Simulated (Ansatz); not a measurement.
## What W2CF2 monolayer distorts into

Wanted: the energy along a soft mode of W2CF2 monolayer and the structure at the end.

Calculated with Ansatz 0.2.0; DFT PBE, scalar-relativistic, plane waves, PAW; PAW set soft_1.

**1. The structure**

The cell holds 5 atoms: 1 C, 2 W and 2 F. Cell: a = 2.847 Å, b = 2.847 Å, c = 35.652 Å, α = 90.0°, β = 90.0°, γ = 120.0°. Vacuum lies along c.

**2. The dispersion**

The cell comes from relaxations at this level that are not shown. Stability and thermal properties need the whole zone. Linear response on a 4×4×1 q mesh gives force constants as far as a supercell of that size would.

Contents of input.yaml:

```yaml
crystal:
  lattice:
    - [2.8473259017, 0.0, 0.0]
    - [-1.4236629509, 2.4658565637, 0.0]
    - [0.0, 0.0, 35.6515995878]
  atoms:
    - { symbol: C, position: [0.0, 0.0, 0.2804923234] }
    - { symbol: W, position: [0.3333333333, 0.6666666667, 0.3195454898] }
    - { symbol: W, position: [0.6666666667, 0.3333333333, 0.241439157] }
    - { symbol: F, position: [0.6666666667, 0.3333333333, 0.3638973824] }
    - { symbol: F, position: [0.3333333333, 0.6666666667, 0.1970872644] }
  periodic: [true, true, false]
kpoints:
  mp_grid: { grid: [20, 20, 1] }
hamiltonian:
  xc: pbe
  pseudopotentials: { kind: paw, azcp: { folder: soft_1 } }
scf:
  occupations: { method: methfessel_paxton, width: 0.2 }
output:
  eigenvalues: true
phonons:
  method: dfpt
  qmesh: [4, 4, 1]
  temperatures: { t_max: 1000, t_step: 50 }
  qpath:
    path:
      - [0.0, 0.0, 0.0]
      - [0.5, 0.0, 0.0]
      - [0.33333333, 0.33333333, 0.0]
      - [0.0, 0.0, 0.0]
    npoints: 10
```

Started as:

```
$ ansatz run input.yaml --threads 4 --pin off --max-ram 16384MiB --backend cpu --events-out ev --progress --plain --runs-dir out
```

Numbers of over 12 decimals in the logs are rounded to 6 here.

Output:

```text
Warning: crystal.symmetry: narrowed to the stabiliser of the run's FFT grids — unitary ops 12 → 6. A phonons.method: dfpt run fills in the rows of the dynamical matrix that it does not solve by its symmetry operations, which is exact only for operations that map its FFT grids onto themselves: filled in by any other, the frequencies could depend on the order in which like atoms are typed, or, by more than the grids' own error, on where the crystal sits among the grids' points. Excluded: 6 operations. The run can therefore solve more perturbations, solve them on more k-points, or both, and cost more. [rest of the remark cut]
Engine: ansatz 0.2.0, aarch64-unknown-linux-gnu
Pseudopotentials: kind: paw
Pseudopotential: C, paw, valence charge 4, recommended cutoff 420 eV (normal), soft_1/C.paw.azcp
Pseudopotential: W, paw, valence charge 14, recommended cutoff 420 eV (normal), soft_1/W.paw.azcp
Pseudopotential: F, paw, valence charge 7, recommended cutoff 420 eV (normal), soft_1/F.paw.azcp
Functional definition: PBE
  parameter kappa = 0.804
  parameter beta = 0.066725
  exchange = pbe_x(kappa = kappa, mu = beta*pi^2/3)
  correlation = pbe_c(beta = beta)
Crystal: 5 atoms, lattice volume = 250.313 Å³
Basis set: ecut = 420 eV, 4919 PW (Γ), exchange–correlation on 40×40×480 points (8 copies of the dense FFT grid, shifted against one another)
Bands: 28, of which v1, the nominal top of the filled ones, is band 23 counted from 1 (22 counted from 0)
Symmetry: 12 space group operations
k-points: 44 of 400 (irreducible under 6 space group operations, time reversal used)
Non-local potential: C, projectors of the file, l = 0: 2, l = 1: 2, l = 2: 1
Non-local potential: W, projectors of the file, l = 0: 3, l = 1: 2, l = 2: 2, l = 3: 1
Non-local potential: F, projectors of the file, l = 0: 2, l = 1: 2, l = 2: 1
PAW form: soft (Blöchl's): semilocal exchange-correlation on the pseudo side does not see the compensation charge
PAW one-centre angular grid: C, 110 points (default); XC on 64 Gauss nodes
PAW one-centre angular grid: W, 590 points (default); XC on 64 Gauss nodes
PAW one-centre angular grid: F, 110 points (default); XC on 64 Gauss nodes
Initial density: superposition of atomic densities (neutral atoms: chi_scale 0, normalization atom)
Initial wavefunctions: pseudopotential atomic-orbital guess
Functional: x = pbe(κ = 0.804, μ = 0.219515), c = pbe(β = 0.066725)
SCF iter   1: F=—  HF=-22640.739145 eV  |F-HF|=—  |Δ(HF+E_count)|=         —  Δρ=6.16e-2  dr2=1.46e1  ethr=3.10e-3  ⟨swp⟩=11.8  Hψ=9097  notcnv=0
preconditioner: auto → LDOS  [metal: Δε(μ)=0.022 eV  Ē_g=11.276 eV  σ=0.200 eV  W_gap=0.09  n_scr=22 (ndim 8)  ℏωp=12.9 eV  f_vac=0.758  D(μ)=4.19/eV (n_scr^D=18)  β→1.0]
SCF iter   2: F=—  HF=-22637.610292 eV  |F-HF|=—  |Δ(HF+E_count)|=    3.13e0  S|Δr|=    0.00e0  Δρ=3.18e-2  dr2=1.61e0  ethr=3.10e-3  ⟨swp⟩=11.6  Hψ=15146  notcnv=0
automatic band count: the SCF goes on with 33 bands, as 28 were too few: they end inside the smearing window of the response
SCF iter   3: F=—  HF=-22637.451326 eV  |F-HF|=—  |Δ(HF+E_count)|=   1.59e-1  S|Δr|=    0.00e0  Δρ=1.55e-2  dr2=6.02e-1  ethr=3.10e-3  ⟨swp⟩=3.7  Hψ=3792  notcnv=0  defer=134
SCF iter   4: F=—  HF=-22637.301934 eV  |F-HF|=—  |Δ(HF+E_count)|=   1.49e-1  S|Δr|=    0.00e0  Δρ=2.70e-3  dr2=1.22e-2  ethr=1.31e-3  ⟨swp⟩=3.1  Hψ=3041  notcnv=0  defer=133
SCF iter   5: F=—  HF=-22637.303802 eV  |F-HF|=—  |Δ(HF+E_count)|=   1.87e-3  S|Δr|=    0.00e0  Δρ=6.36e-4  dr2=8.04e-4  ethr=2.65e-5  ⟨swp⟩=3.2  Hψ=3483  notcnv=0  defer=133
SCF iter   6: F=—  HF=-22637.303747 eV  |F-HF|=—  |Δ(HF+E_count)|=   5.48e-5  S|Δr|=    0.00e0  Δρ=2.06e-4  dr2=9.73e-5  ethr=1.75e-6  ⟨swp⟩=3.7  Hψ=2988  notcnv=0  defer=134
SCF iter   7: F=—  HF=-22637.303801 eV  |F-HF|=—  |Δ(HF+E_count)|=   5.40e-5  S|Δr|=    0.00e0  Δρ=5.15e-5  dr2=1.38e-5  ethr=2.12e-7  ⟨swp⟩=3.4  Hψ=2556  notcnv=0  defer=134
SCF iter   8: F=—  HF=-22637.303811 eV  |F-HF|=—  |Δ(HF+E_count)|=   9.74e-6  S|Δr|=    0.00e0  Δρ=2.21e-5  dr2=1.81e-6  ethr=2.99e-8  ⟨swp⟩=3.6  Hψ=2861  notcnv=0  defer=134
SCF iter   9: F=—  HF=-22637.303897 eV  |F-HF|=—  |Δ(HF+E_count)|=   8.55e-5  S|Δr|=    0.00e0  Δρ=5.91e-6  dr2=8.93e-8  ethr=3.93e-9  ⟨swp⟩=3.5  Hψ=2636  notcnv=0  defer=134
SCF iter  10: F=—  HF=-22637.303897 eV  |F-HF|=—  |Δ(HF+E_count)|=   5.10e-7  S|Δr|=    0.00e0  Δρ=1.83e-6  dr2=1.05e-8  ethr=1.94e-10  ⟨swp⟩=3.8  Hψ=3332  notcnv=0  defer=134
SCF iter  11: F=—  HF=-22637.303897 eV  |F-HF|=—  |Δ(HF+E_count)|=   5.31e-8  S|Δr|=    0.00e0  Δρ=3.32e-7  dr2=1.84e-10  ethr=2.29e-11  ⟨swp⟩=3.8  Hψ=3007  notcnv=0  defer=134
SCF iter  12: F=-22637.303897 eV  HF=-22637.303897 eV  |F-HF|=1.16e-10  |Δ(HF+E_count)|=   5.16e-9  S|Δr|=    0.00e0  Δρ=5.85e-8  dr2=5.74e-12  ethr=1.00e-12  ⟨swp⟩=27.6  Hψ=17483  notcnv=0
SCF 1 converged in 12 iterations: F = -22637.303897 eV  dr2 = 5.74e-12
  greatest PAW one-centre occupation: 0.999 electrons in one spin orbital (limit 2), on the W atom at site 2 (counted from 0), in its partial waves of l = 0
phonons: the bands overlap, so this run is a metal and interpolates without the dipole-dipole term. If the crystal is really an insulator or semiconductor, its LO-TO splitting is missing
NSCF: frozen V_eff on 44 k-points
NSCF: frozen V_eff on 111 k-points
DFPT response loops at q = (0, 0, 0) (fractional): preconditioner auto → none (partly filled bands, converged f_vac=0.763); β = 0.50; Broyden in place of MSR1
NSCF: frozen V_eff on 420 k-points
DFPT response loops at q = (0, 0.25, 0) (fractional): mixed as the last ones told, above
NSCF: frozen V_eff on 222 k-points
DFPT response loops at q = (0, -0.5, 0) (fractional): mixed as the last ones told, above
NSCF: frozen V_eff on 800 k-points
DFPT response loops at q = (0.25, 0.25, 0) (fractional): mixed as the last ones told, above
SCF converged after 12 iterations
Stability not checked: this state was not tested for a lower state beside it, because cold or Methfessel-Paxton smearing, or corrected tetrahedra, fill the levels in a way that the test cannot read (fill_not_monotonic; see scf.lower_state_search)
Free energy (F): -22637.303897 eV
Harris-Foulkes:  -22637.303897 eV  (|F-HF|=1.16e-10)
Internal energy: -22637.290244 eV  (E = F + TS)
E sigma→0 (E₀):  -22637.300484 eV
Entropy (-TS):   -0.013653 eV (-2.731 meV/atom)
Fermi energy:    -5.689644 eV
--- Per-component energies (eV) ---
  E_band       = -1284.988424
  E_kinetic    = 1327.227815
  E_local      = -181981.668503  (includes V_loc(G=0)·N_el)
  E_nonlocal   = 147.319880
  E_hartree    = 90207.528675
  E_xc         = -735.567969
  E_vxc        = -717.291989  (∫ρ·V_xc dr)
  E_paw        = -17664.043558  (= ΣΔE_a)
  E_vpaw       = -475.634891  (= ΣTr[D̂ρ^β])
  E_aug_tail   = 0.001744  (compensation charges beyond the density's cutoff)
  E_ewald      = 86061.911672
  E_smearing   = -0.013653  (= −TS)
  E_closure    = 0.000000  (closes the sum)
  Σ components = -22637.303897   (vs F -22637.303897, Δ=0.00e0)
--- Band table (eV; the first three rows and the last of 44) ---
  k-point 0: bands = [... 19 lower, -9.0842, -9.0842, -7.0750, -7.0750, -5.3956, -5.0427, -5.0427, -4.6792, ... 6 higher]
  k-point 1: bands = [... 19 lower, -9.1078, -9.0915, -7.1943, -6.9968, -5.3711, -5.2285, -5.1142, -4.6975, ... 6 higher]
  k-point 2: bands = [... 19 lower, -9.1121, -9.0503, -7.4717, -6.7625, -5.6494, -5.3371, -5.1877, -4.6605, ... 6 higher]
  k-point 43: bands = [... 19 lower, -11.4580, -7.0471, -6.1026, -5.8183, -5.6167, -4.1531, -4.1022, -2.4791, ... 6 higher]
  ° read free of the cell's end (the report's vacuum.weakly_bound_levels)
--- Phonons (Γ-DFPT): 10 representative perturbations + reference (Σ response iterations 51) ---
  ASR residual: 4.874e-5 → 0.000e0 eV/Å²; symmetrization residual: 5.647e-6 eV/Å²
  The last average, over the group as it would stand without the narrowing to the FFT grids, took up to 1.142e-6 eV/Å² of the zone centre's force constants
  ASR residual per site (eV/Å²): 3.14e-5 4.67e-5 4.87e-5 4.09e-5 3.08e-5
  Γ frequencies (cm⁻¹): -86.77 -86.77 0.00 0.00 0.00 66.61 66.61 100.74 100.74 152.65 439.60 445.63 521.75 521.75 694.52
--- Phonons (arbitrary-q DFPT): 4 irreducible q on the 4×4×1 mesh ---
  q = [0.0000, 0.0000, 0.0000] (star 1, of the zone-centre solve; hermiticity 4.70e-7, symmetrization 3.02e-11, taken by the last average 4.75e-8): -86.77 -86.77 -0.00 0.00 0.00 66.61 66.61 100.74 100.74 152.65 439.60 445.63 521.75 521.75 694.52
  q = [0.0000, 0.2500, 0.0000] (star 6, 15 solved perturbations on 210 of 400 k-point pairs; hermiticity 3.36e-7, symmetrization 2.32e-10, taken by the last average 6.03e-8): -78.66 -39.26 45.18 56.49 94.18 109.31 122.40 138.02 156.58 168.42 372.02 377.60 546.16 569.63 671.97
  q = [0.0000, -0.5000, 0.0000] (star 3, 15 solved perturbations on 111 of 400 k-point pairs; hermiticity 2.95e-5, symmetrization 2.04e-5, taken by the last average 3.67e-7): -168.91 -111.87 -110.74 -95.33 -66.97 59.95 109.71 161.95 197.09 221.96 342.82 343.50 590.88 656.26 674.72
  q = [0.2500, 0.2500, 0.0000] (star 6, 10 solved perturbations in 3050 linear systems a pass and spin channel, the states on 400 of 400 k-point pairs; hermiticity 4.24e-7, symmetrization 7.01e-11, taken by the last average 1.47e-7): -157.79 -111.62 -89.46 -84.02 63.14 92.82 142.80 168.80 188.01 214.62 339.82 341.23 606.82 637.85 664.46
  sum rule: each row above includes the acoustic sum rule's correction from the zone centre's row sums; it moved no ω² by more than (0.84 cm⁻¹)²
  mesh force constants: q→R imaginary residual 5.82e-18; ASR residual 4.874e-5 → 0.000e0 eV/Å²; symmetrization residual 1.421e-14 eV/Å²
  interpolated dispersion: 31 rows × 15 modes
  density of states and harmonic sums: on the 28×28×1 q-mesh, interpolated from the force constants of a 4×4×1 supercell (no non-analytic term)
  largest difference from the sums on the solved wave vectors: F 4.92e-2 eV, S 5.45e-5 and C_V 1.34e-5 eV/K
  zero-point energy: 0.210137 eV/cell   skipped modes (ω ≤ 0): 275, of them read as no rigid motion or as one in doubt: 272 (3.435e0 modes/cell left out, lowest -169.11 cm⁻¹)   left out of the sums: 2.29e-1 of the cell's modes: C_V's classical limit lies that fraction below 3 k_B per atom; for a crystal, a wire or a layer, F and S can be off by more, and a phonons.interpolated_qmesh denser along its periods is the remedy for the sampling
```

The job ended after 61 min (4 threads of Arm Neoverse N1, shared host; peak memory 5.7 GiB; 4 h of CPU time).

In the SCF lines HF is the Harris–Foulkes energy and dr2 the Hartree energy of the density residual, in eV; the loop may stop once dr2 is under the threshold and the program's other checks hold. Hψ counts applications of the Hamiltonian.

Numbers from this step:

```yaml
gap_on_the_k_mesh: 0 eV
sum_rule_residual_before_enforcement: 4.87e-5 eV/Å²
lowest_frequency_on_the_path: -169.1 cm⁻¹
point_group: -3m
highest_frequency_on_the_path_or_at_a_solved_wavevector: 694.5 cm⁻¹
area_per_atom: 1.404 Å²
highest_optical_mode_at_the_zone_centre_no_lo_to_term: 694.5 cm⁻¹
lowest_optical_zone_centre_mode: -86.77 cm⁻¹
lowest_mode_on_the_q_mesh_acoustic_modes_at_gamma_apart: -168.9 cm⁻¹
```

Frequencies (cm⁻¹) solved at each irreducible wavevector; negative means imaginary. Frequencies by wavevector, by row:

| q in reciprocal lattice units | star | mode 1 | mode 2 | mode 3 | mode 4 | mode 13 | mode 14 | mode 15 |
| --- | --- | --- | --- | --- | --- | --- | --- | --- |
| 0 0 0 | 1 | -86.8 | -86.8 | 0 | 0 | 521.8 | 521.8 | 694.5 |
| 0 0.25 0 | 6 | -78.7 | -39.3 | 45.2 | 56.5 | 546.2 | 569.6 | 672 |
| 0 -0.5 0 | 3 | -168.9 | -111.9 | -110.7 | -95.3 | 590.9 | 656.3 | 674.7 |
| 0.25 0.25 0 | 6 | -157.8 | -111.6 | -89.5 | -84 | 606.8 | 637.9 | 664.5 |

Interpolated from a 4×4×1 q mesh. The phonon branches at the labelled points (cm⁻¹):

| point | branch 1 | branch 2 | branch 3 | branch 4 | branch 12 | branch 13 | branch 14 | branch 15 |
| --- | --- | --- | --- | --- | --- | --- | --- | --- |
| Γ | -87 | -87 | 0 | 0 | 446 | 522 | 522 | 694 |
| halfway | -79 | -39 | 45 | 56 | 378 | 546 | 570 | 672 |
| M | -169 | -112 | -111 | -95 | 344 | 591 | 656 | 675 |
| halfway | -167 | -106 | -106 | -90 | 340 | 609 | 654 | 668 |
| K | -141 | -141 | -58 | -50 | 337 | 640 | 640 | 662 |
| halfway | -101 | -34 | 45 | 49 | 363 | 559 | 585 | 668 |
| Γ | -87 | -87 | 0 | 0 | 446 | 522 | 522 | 694 |

Symmetry leaves 4 wavevectors to solve. The lowest mode among them, the acoustic zeros apart, lies at q = (0, -0.5, 0) and is imaginary, 168.9i cm⁻¹, so the energy falls along it.

**3. The mode frozen in, largest atomic shift 0 Å**

The mode followed lies at q = (0, -0.5, 0) with frequency 168.9i cm⁻¹, the softest among the wavevectors solved. At small amplitude the distorted cell has space group no. 11 by a symmetry search on the positions. The undistorted cell that holds it gives the zero of energy on the same k mesh.

System of this step: W2CF2 monolayer. The cell holds 10 atoms: 2 C, 4 W and 4 F. Cell: a = 2.847 Å, b = 4.932 Å, c = 35.652 Å, α = 90.0°, β = 90.0°, γ = 90.0°. It derives from W2CF2. Vacuum lies along c.

Contents of input.yaml:

```yaml
crystal:
  lattice:
    - [2.8473259017, 0.0, 0.0]
    - [0.0, 4.9317131275, 0.0]
    - [0.0, 0.0, 35.6515995878]
  atoms:
    - { symbol: C, position: [0.5, 0.5, 0.2804923234] }
    - { symbol: C, position: [0.0, 0.0, 0.2804923234] }
    - { symbol: W, position: [0.0, 0.3333333333, 0.3195454898] }
    - { symbol: W, position: [0.5, 0.8333333333, 0.3195454898] }
    - { symbol: W, position: [0.5, 0.1666666667, 0.241439157] }
    - { symbol: W, position: [1.0, 0.6666666667, 0.241439157] }
    - { symbol: F, position: [0.5, 0.1666666667, 0.3638973824] }
    - { symbol: F, position: [1.0, 0.6666666667, 0.3638973824] }
    - { symbol: F, position: [0.0, 0.3333333333, 0.1970872644] }
    - { symbol: F, position: [0.5, 0.8333333333, 0.1970872644] }
  periodic: [true, true, false]
kpoints:
  mp_grid: { grid: [12, 8, 1] }
hamiltonian:
  xc: pbe
  pseudopotentials: { kind: paw, azcp: { folder: soft_1 } }
scf:
  occupations: { method: methfessel_paxton, width: 0.2 }
output:
  forces: true
  stress: true
  eigenvalues: true
```

Output:

```text
[...]
Crystal: 10 atoms, lattice volume = 500.627 Å³
Basis set: ecut = 420 eV, 9847 PW (Γ), exchange–correlation on 40×72×480 points (8 copies of the dense FFT grid, shifted against one another)
Bands: 56, of which v1, the nominal top of the filled ones, is band 46 counted from 1 (45 counted from 0)
Symmetry: 8 space group operations
[...]
k-points: 35 of 96
[...]
k-point 0: bands = [... 42 lower, -7.2756, -7.0850, -7.0840, -5.3968, -5.0487, -5.0475, -4.6833, -4.6816, ... 6 higher]
  k-point 1: bands = [... 42 lower, -7.2643, -7.2294, -6.9619, -5.4045, -5.2784, -5.1448, -4.7069, -4.5363, ... 6 higher]
  k-point 2: bands = [... 42 lower, -7.6226, -7.1089, -6.5967, -5.8218, -5.4266, -5.1927, -4.6720, -4.5614, ... 6 higher]
  k-point 34: bands = [... 42 lower, -7.2753, -7.2753, -4.0424, -4.0424, -3.7879, -3.7879, -2.7008, -2.7008, ... 6 higher]
[key lines of the parts left out:]
SCF converged after 10 iterations
Free energy (F): -45274.609192 eV
Fermi energy:    -5.679469 eV
P = ½ c Tr σ = 0.0319 N/m
```

Run time: 41 s. Hardware: 4 threads; peak memory 1.4 GiB.

This step gave:

* energy from the undistorted cell: 0 meV/atom

**4. The mode frozen in, largest atomic shift 0.08 Å**

The atoms are moved along the unstable eigenvector, the largest shift by 0.08 Å, with the cell fixed.

input.yaml, the sections that differ from step 3:

```yaml
crystal:
  lattice:
    - [2.8473259017, 0.0, 0.0]
    - [0.0, 4.9317131275, 0.0]
    - [0.0, 0.0, 35.6515995878]
  atoms:
    - { symbol: C, position: [0.5, 0.4971089107, 0.2805038981] }
    - { symbol: C, position: [0.0, 0.0028910893, 0.2804807487] }
    - { symbol: W, position: [0.0, 0.336385614, 0.3217493471] }
    - { symbol: W, position: [0.5, 0.8302810527, 0.3173416325] }
    - { symbol: W, position: [0.5, 0.163614386, 0.2392352997] }
    - { symbol: W, position: [1.0, 0.6697189473, 0.2436430143] }
    - { symbol: F, position: [0.5, 0.180276398, 0.3638575197] }
    - { symbol: F, position: [1.0, 0.6530569353, 0.363937245] }
    - { symbol: F, position: [0.0, 0.319723602, 0.1971271271] }
    - { symbol: F, position: [0.5, 0.8469430647, 0.1970474018] }
  periodic: [true, true, false]
# kpoints, hamiltonian, scf, output: as in step 3
```

Output:

```text
[...]
Crystal: 10 atoms, lattice volume = 500.627 Å³
Basis set: ecut = 420 eV, 9847 PW (Γ), exchange–correlation on 40×72×480 points (8 copies of the dense FFT grid, shifted against one another)
Bands: 56, of which v1, the nominal top of the filled ones, is band 46 counted from 1 (45 counted from 0)
Symmetry: 4 space group operations
[...]
k-points: 35 of 96
[...]
k-point 0: bands = [... 42 lower, -7.3404, -7.0180, -6.8788, -5.4159, -5.1077, -4.9903, -4.8889, -4.6532, ... 6 higher]
  k-point 1: bands = [... 42 lower, -7.3792, -6.9741, -6.8981, -5.5283, -5.3192, -5.0933, -4.8948, -4.4995, ... 6 higher]
  k-point 2: bands = [... 42 lower, -7.6036, -6.9887, -6.5403, -5.9854, -5.5777, -5.1482, -4.8803, -4.2835, ... 6 higher]
  k-point 34: bands = [... 42 lower, -7.2025, -7.2025, -4.2063, -4.2063, -3.7857, -3.7857, -2.7878, -2.7878, ... 6 higher]
[key lines of the parts left out:]
SCF converged after 10 iterations
Free energy (F): -45274.729315 eV
Fermi energy:    -5.632890 eV
P = ½ c Tr σ = 0.8819 N/m
```

The job ended after 45 s (4 threads; peak memory 1.4 GiB; 2.9 min of CPU time).

This step gave:

| Property | Result |
| --- | --- |
| energy from the undistorted cell | -12.74 meV/atom |

The energy, extrapolated to zero smearing, is -12.74 meV/atom against the undistorted cell.

**5. Energy along the mode, all amplitudes (two of the runs are shown above)**

An imaginary frequency means negative curvature, so the energy should fall and then rise again as anharmonic terms take over.

Numbers from this step:

```yaml
depth_at_the_lowest_point_sampled: 12.74 meV/atom
largest_atomic_shift_at_that_point: 0.08 Å
```

Table of energy from the parent by largest atomic shift:

| largest atomic shift (Å) | energy from the parent (meV/atom) |
| --- | --- |
| 0.0000 | 0 |
| 0.0400 | -5.65 |
| 0.0800 | -12.7 |
| 0.1400 | -9.52 |
| 0.2200 | 52.1 |

Displacement at unit largest shift by atom:

| atom | x (Å) | y (Å) | z (Å) | size |
| --- | --- | --- | --- | --- |
| C1 | 0.000 | -0.178 | 0.005 | 0.178 |
| C2 | 0.000 | 0.178 | -0.005 | 0.178 |
| W3 | 0.000 | 0.188 | 0.982 | 1.000 |
| W4 | 0.000 | -0.188 | -0.982 | 1.000 |
| W5 | 0.000 | -0.188 | -0.982 | 1.000 |
| W6 | 0.000 | 0.188 | 0.982 | 1.000 |
| F7 | 0.000 | 0.839 | -0.018 | 0.839 |
| F8 | 0.000 | -0.839 | 0.018 | 0.839 |
| F9 | 0.000 | -0.839 | 0.018 | 0.839 |
| F10 | 0.000 | 0.839 | -0.018 | 0.839 |

The lowest of the steps tried is at 0.08 Å, 12.7 meV/atom below the parent; the bottom of the well need not coincide with a step.

(Part 1 of 2 ends here.)

[Logs are printed without paths, hosts, clocks, repeated set-up lines and the standing remarks that a program may print on its own settings, such as how far it seeks lower states.]

[Hosts, paths, dates, database ids (printed as entryN), source tags and the programs' standing remarks are cut or masked in the printed files.]
